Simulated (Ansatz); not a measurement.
# Lattice dynamics of NbRu (Pm-3m)

Wanted: phonon frequencies of NbRu (Pm-3m) and what follows from them.

Program: Ansatz 0.2.0. Level of theory: DFT PBEsol, scalar-relativistic, plane waves, PAW; PAW set soft_1. Results are calculated unless marked as measured.

### 1. Starting point

It takes space group Pm-3m (No. 221, cubic). Conventional cell: a = 3.184 Å, b = 3.184 Å, c = 3.184 Å, α = 90.00°, β = 90.00°, γ = 90.00°. Nearest to Nb lie 8 Ru at 2.76 Å. Nearest to Ru lie 8 Nb at 2.76 Å. Farther neighbours are not listed.

### 2. Rough relaxation

A rough relaxation comes first, because large forces or stress need no tight tolerances yet.

The input, input.yaml:

```yaml
crystal:
  lattice:
    - [3.184, 0.0, 0.0]
    - [0.0, 3.184, 0.0]
    - [0.0, 0.0, 3.184]
  atoms:
    - { symbol: Nb, position: [0.0, 0.0, 0.0] }
    - { symbol: Ru, position: [0.5, 0.5, 0.5] }
kpoints:
  mp_grid: { grid: [6, 6, 6] }
hamiltonian:
  xc: pbesol
  pseudopotentials: { kind: paw, azcp: { folder: soft_1 }, xc_functional: pbe }
scf:
  occupations: { method: gaussian, width: 0.1 }
output:
  forces: true
  stress: true
  eigenvalues: true
relax:
  adjacent_minimum: "off"
  f_tol: 0.05
  max_steps: 80
  cell: { stress_tol: 0.5 }
```

Started as:

```console
$ ansatz run input.yaml --threads 4 --pin off --max-ram 10240MiB --backend cpu --events-out ev --progress --plain --runs-dir out
```

Numbers of over 12 decimals in the logs are rounded to 6 here.

What it wrote:

```text
The last accepted step is kept in <dir> (removed where the run ends without a failure and the disk answers)
Engine: ansatz 0.2.0, x86_64-unknown-linux-gnu
Pseudopotentials: kind: paw
Pseudopotential: Nb, paw, valence charge 13, recommended cutoff 420 eV (normal), soft_1/Nb.paw.azcp
Pseudopotential: Ru, paw, valence charge 16, recommended cutoff 420 eV (normal), soft_1/Ru.paw.azcp
Functional definition: PBEsol
[...]
--- Relaxed structure (4 steps of the walk, 3 accepted, 1 SCFs on fresh bases) ---
  F+E_penalty+E_count = -10312.31443105 eV   max|allowed force component| = 1.381e-30 eV/Å   (the final SCF, on the basis selected at the relaxed cell)
  cell:  # Å, volume = 31.0317 Å³
    - [3.142451, 0, 0]
    - [0, 3.142451, 0.0]
    - [0, 0.0, 3.142451]
  atoms:
    - { symbol: Nb, position: [0, 0, 0] }
    - { symbol: Ru, position: [0.5, 0.5, 0.5] }
[key lines of the parts left out:]
SCF converged after 6 iterations
Free energy (F): -10312.314431 eV
Fermi energy:    21.233292 eV
P = ⅓ Tr σ = -0.0329 GPa (-0.329 kbar)
```

It took 1.4 s on 4 threads of AMD EPYC 9R14 (Zen 4), shared host; peak memory 0.38 GiB; 3.9 s of CPU time.

The steps of the relaxation:

```
step  energy less that of the first step (eV)  largest force component (eV/Å)  pressure (GPa)  volume (Å³)
   1                                   0.0000                          0.0000           -9.34        32.28
   2                                   0.1707                          0.0000           27.55        28.39
   3                                  -0.0376                          0.0000           -1.37        31.20
   4                                  -0.0384                          0.0000           -0.02        31.03
  5*                                  -0.0377                          0.0000           -0.03        31.03
```

Relaxation steps marked * repeat the geometry before them on a plane-wave basis chosen anew for their cell, so energy and pressure can jump there. Relaxation step 2 was tried and not accepted.

The run keeps the 48 symmetry operations that it works with, so distortions that break them were not tested.

```
conventional cell, symmetrised  before  after  change
                         a (Å)   3.184  3.142  -1.3 %
                         b (Å)   3.184  3.142  -1.3 %
                         c (Å)   3.184  3.142  -1.3 %
              volume (Å³/atom)   16.14  15.52  -3.9 %
```

Final coordinates:

```xyz
2
Lattice="3.1425 0.0000 0.0000 0.0000 3.1425 0.0000 0.0000 0.0000 3.1425" Properties=species:S:1:pos:R:3 pbc="T T T"
Nb    0.0000    0.0000    0.0000
Ru    1.5712    1.5712    1.5712
```

Numbers from this step:

- pressure: -0.03294 GPa
- volume per atom: 15.52 Å³
- gap on the k-mesh: 0 eV

In this step the volume went from 16.14 to 15.52 Å³/atom.

### 3. Bringing the structure to rest

Harmonic phonons are second derivatives at a point where the forces vanish, and they are wanted at zero stress, so atoms and cell are relaxed first.

input.yaml, the sections that differ from step 2:

```yaml
crystal:
  lattice:
    - [3.1424507466, 0.0, 0.0]
    - [0.0, 3.1424507466, 0.0]
    - [0.0, 0.0, 3.1424507466]
  atoms:
    - { symbol: Nb, position: [0.0, 0.0, 0.0] }
    - { symbol: Ru, position: [0.5, 0.5, 0.5] }
kpoints:
  mp_grid: { grid: [14, 14, 14] }
relax:
  adjacent_minimum: "off"
  f_tol: 0.005
  max_steps: 80
  cell: { stress_tol: 0.05 }
# hamiltonian, scf, output: as in step 2
```

What it wrote:

```text
[...]
Crystal: 2 atoms, lattice volume = 31.032 Å³
Basis set: ecut = 420 eV, 619 PW (Γ), exchange–correlation on 48×48×48 points (8 copies of the dense FFT grid, shifted against one another)
Bands: 19, of which v1, the nominal top of the filled ones, is band 15 counted from 1 (14 counted from 0)
Symmetry: 48 space group operations
[...]
k-points: 120 of 2744
[...]
k-point 119: bands = [... 11 lower, 18.3291, 18.3291, 18.3291, 21.1537, 21.1537, 24.8784, 24.8784, 28.5743]
--- Relaxed structure (3 steps of the walk, 2 accepted, 1 SCFs on fresh bases) ---
[...]
cell:  # Å, volume = 30.9383 Å³
    - [3.139295, 0, 0]
    - [0, 3.139295, 0.0]
    - [0, 0.0, 3.139295]
  atoms:
    - { symbol: Nb, position: [0, 0, 0] }
    - { symbol: Ru, position: [0.5, 0.5, 0.5] }
[key lines of the parts left out:]
SCF converged after 7 iterations
Free energy (F): -10312.329260 eV
Fermi energy:    21.331300 eV
P = ⅓ Tr σ = -0.0082 GPa (-0.082 kbar)
```

Elapsed: 2.9 s, on 4 threads; peak memory 0.46 GiB.

Relaxation path:

```
step  energy less that of the first step (eV)  largest force component (eV/Å)  pressure (GPa)  volume (Å³)
   1                                   0.0000                          0.0000           -0.77        31.03
   2                                   0.0004                          0.0000            1.46        30.76
   3                                  -0.0003                          0.0000           -0.01        30.94
  4*                                  -0.0002                          0.0000           -0.01        30.94
```

Relaxation steps marked * repeat the geometry before them on a plane-wave basis chosen anew for their cell, so energy and pressure can jump there. Relaxation step 2 was tried and not accepted.

The run keeps the 48 symmetry operations that it works with, so distortions that break them were not tested.

```
conventional cell, symmetrised  before  after  change
                         a (Å)   3.142  3.139  -0.1 %
                         b (Å)   3.142  3.139  -0.1 %
                         c (Å)   3.142  3.139  -0.1 %
              volume (Å³/atom)   15.52  15.47  -0.3 %
```

The relaxed structure:

```
Nb Ru
1.0
     3.13930    0.00000    0.00000
     0.00000    3.13930    0.00000
     0.00000    0.00000    3.13930
Nb Ru
1 1
Direct
  0.00000 0.00000 0.00000
  0.50000 0.50000 0.50000
```

This step gave:

```
pressure        : -0.008212 GPa
volume per atom : 15.47 Å³
```

In this step the volume went from 15.52 to 15.47 Å³/atom.

### 4. Tight relaxation

Phonons need a cell at rest on their own settings, so the relaxation is repeated with tight tolerances on forces and stress, using the mesh and the filling of the phonon run that follows.

input.yaml, the sections that differ from step 3:

```yaml
crystal:
  lattice:
    - [3.1392951463, 0.0, 0.0]
    - [0.0, 3.1392951463, 0.0]
    - [0.0, 0.0, 3.1392951463]
  atoms:
    - { symbol: Nb, position: [0.0, 0.0, 0.0] }
    - { symbol: Ru, position: [0.5, 0.5, 0.5] }
kpoints:
  mp_grid: { grid: [16, 16, 16] }
scf:
  occupations: { method: methfessel_paxton, width: 0.2 }
relax:
  adjacent_minimum: "off"
  f_tol: 0.001
  max_steps: 60
  cell: { stress_tol: 0.01 }
# hamiltonian, output: as in step 3
```

What it wrote:

```text
[...]
Crystal: 2 atoms, lattice volume = 30.938 Å³
Basis set: ecut = 420 eV, 619 PW (Γ), exchange–correlation on 48×48×48 points (8 copies of the dense FFT grid, shifted against one another)
Bands: 19, of which v1, the nominal top of the filled ones, is band 15 counted from 1 (14 counted from 0)
Symmetry: 48 space group operations
[...]
k-points: 165 of 4096
[...]
k-point 164: bands = [... 11 lower, 18.3306, 18.3306, 18.3306, 21.1608, 21.1608, 24.8791, 24.8791, 28.5792]
--- Relaxed structure (3 steps of the walk, 2 accepted, 1 SCFs on fresh bases) ---
[...]
cell:  # Å, volume = 30.9349 Å³
    - [3.139180, 0, 0]
    - [0, 3.139180, 0.0]
    - [0, 0.0, 3.139180]
  atoms:
    - { symbol: Nb, position: [0, 0, 0] }
    - { symbol: Ru, position: [0.500000, 0.500000, 0.500000] }
[key lines of the parts left out:]
SCF converged after 5 iterations
Free energy (F): -10312.320360 eV
Fermi energy:    21.345803 eV
P = ⅓ Tr σ = -0.0001 GPa (-0.001 kbar)
```

Wall time 3.4 s (4 threads); peak memory 0.48 GiB.

Little changed from the start: no atom moved by 0.005 Å and no cell edge by 0.1 %.

This step gave:

```yaml
pressure: -6.49e-5 GPa
```

The forces vanish by symmetry and the pressure is 0.000 GPa, within the tolerances set. The cell now holds 15.47 Å³/atom.

### 5. Zone-centre response

The zone centre comes first: it holds the modes that light can see, as far as symmetry allows. No field response is asked, since the mesh shows no gap.

input.yaml, the sections that differ from step 4:

```yaml
crystal:
  lattice:
    - [3.1391803495, 0.0, 0.0]
    - [0.0, 3.1391803495, 0.0]
    - [0.0, 0.0, 3.1391803495]
  atoms:
    - { symbol: Nb, position: [0.0, 0.0, 0.0] }
    - { symbol: Ru, position: [0.5, 0.5, 0.5] }
output:
  eigenvalues: true
phonons:
  method: dfpt
# kpoints, hamiltonian, scf: as in step 4
# relax: removed
```

What it wrote:

```text
[...]
Crystal: 2 atoms, lattice volume = 30.935 Å³
Basis set: ecut = 420 eV, 619 PW (Γ), exchange–correlation on 48×48×48 points (8 copies of the dense FFT grid, shifted against one another)
Bands: 19, of which v1, the nominal top of the filled ones, is band 15 counted from 1 (14 counted from 0)
Symmetry: 48 space group operations
k-points: 405 of 4096 (irreducible under 8 space group operations, time reversal used)
[...]
SCF iter   1: F=—  HF=-10314.640129 eV  |F-HF|=—  |Δ(HF+E_count)|=         —  Δρ=1.81e-1  dr2=1.33e1  ethr=3.10e-3  ⟨swp⟩=4.8  Hψ=30065  notcnv=0
[...]
SCF iter   9: F=-10312.320360 eV  HF=-10312.320360 eV  |F-HF|=0.00e0  |Δ(HF+E_count)|=  7.28e-11  S|Δr|=    0.00e0  Δρ=1.60e-7  dr2=1.09e-12  ethr=1.00e-12  ⟨swp⟩=4.2  Hψ=37511  notcnv=0
the search or the solves at the SCF's close seem to have found levels that the self-consistency loop had missed (the run counts 2). By its estimate they hold under 1e-12 electrons; where the run keeps them, the occupations were computed again with them
SCF 1 converged in 9 iterations: F = -10312.320360 eV  dr2 = 1.09e-12
[...]
DFPT response loops at Γ: preconditioner auto → Kerker (q_TF=auto, 2.699 Å⁻¹) (partly filled bands, converged f_vac=0.000); β = 1.00, the filter's whole step (`scf.mixing.beta` (0.50) is not read by the response loops under this deck's `scf.mixing.preconditioner`; to damp them name `kerker` or `kerker_dos`, under which they read `scf.mixing.beta`, and type it under 1.00, their step now; both keys bind the ground state too); Broyden in place of MSR1
SCF converged after 9 iterations
[...]
Free energy (F): -10312.320360 eV
[...]
Internal energy: -10312.316716 eV  (E = F + TS)
E sigma→0 (E₀):  -10312.319449 eV
Entropy (-TS):   -0.003644 eV (-1.822 meV/atom)
Fermi energy:    21.345803 eV
[...]
--- Band table (eV; the first three rows and the last of 405) ---
  k-point 0: bands = [... 11 lower, 18.9474, 18.9474, 18.9474, 22.1978, 22.1978, 24.9255, 24.9255, 24.9255]
  k-point 1: bands = [... 11 lower, 18.9409, 18.9409, 18.9768, 22.0967, 22.2349, 24.6730, 24.6730, 24.8647]
  k-point 2: bands = [... 11 lower, 18.9252, 18.9252, 19.0633, 21.8071, 22.3407, 24.0716, 24.0716, 24.6901]
  k-point 404: bands = [... 11 lower, 18.3306, 18.3306, 18.3306, 21.1608, 21.1608, 24.8791, 24.8791, 28.5792]
--- Phonons (Γ-DFPT): 2 representative perturbations + reference, on 405 of 4096 k-points (Σ response iterations 6) ---
  k mesh reduced under 8 symmetry operations, with k and −k counted as one. Each operation leaves every solved perturbation unchanged. A smaller set is not used because it would not reduce the number of displacements times k-points to solve
  ASR residual: 9.543e-5 → 0.000e0 eV/Å²; symmetrization residual: 1.927e-5 eV/Å²
  ASR residual per site (eV/Å²): 9.64e-6 9.54e-5
  Γ frequencies (cm⁻¹): 0.00 0.00 0.00 128.84 128.84 128.84
  non-analytic LO–TO correction: not included (Born effective charges unavailable; polar crystals: no LO–TO splitting at Γ)
```

Elapsed: 12 s, on 4 threads; peak memory 1 GiB; 41 s of CPU time.

The column dr2 measures how far the density is from self-consistency, as an energy; F and HF (Harris–Foulkes) agree once it is small.

This step gave:

| Property | Result |
| --- | --- |
| sum-rule residual before enforcement | 9.54e-5 eV/Å² |
| point group | m-3m |
| highest optical mode at the zone centre (no LO-TO term) | 128.8 cm⁻¹ |
| lowest optical zone-centre mode | 128.8 cm⁻¹ |

Patterns of degenerate modes are one choice out of their space. The modes at Γ (shares of kinetic energy by element, %):

```
mode  frequency (cm⁻¹)  symmetry  Nb %  Ru %
   1               0.0  acoustic    48    52
   2               0.0  acoustic    48    52
   3               0.0  acoustic    48    52
   4             128.8       T1u    52    48
   5             128.8       T1u    52    48
   6             128.8       T1u    52    48
```

Displacements in mode 4 (128.8 cm⁻¹), the largest set to 1:
```
Nb1  1.00  0.00  0.00
Ru2 -0.92  0.00  0.00
```

Before it was imposed, the acoustic sum rule was missed by 9.5e-5 eV/Å². Small misses are needed for a sound result but don't prove that mesh and cutoff are converged. The lowest optical mode is real, 129 cm⁻¹.

[end of part 1 of 2]

[Logs are printed without paths, hosts, clocks, repeated set-up lines and the standing remarks that a program may print on its own settings, such as how far it seeks lower states.]

[Hosts, paths, dates, database ids (printed as entryN), source tags and the programs' standing remarks are cut or masked in the printed files.]
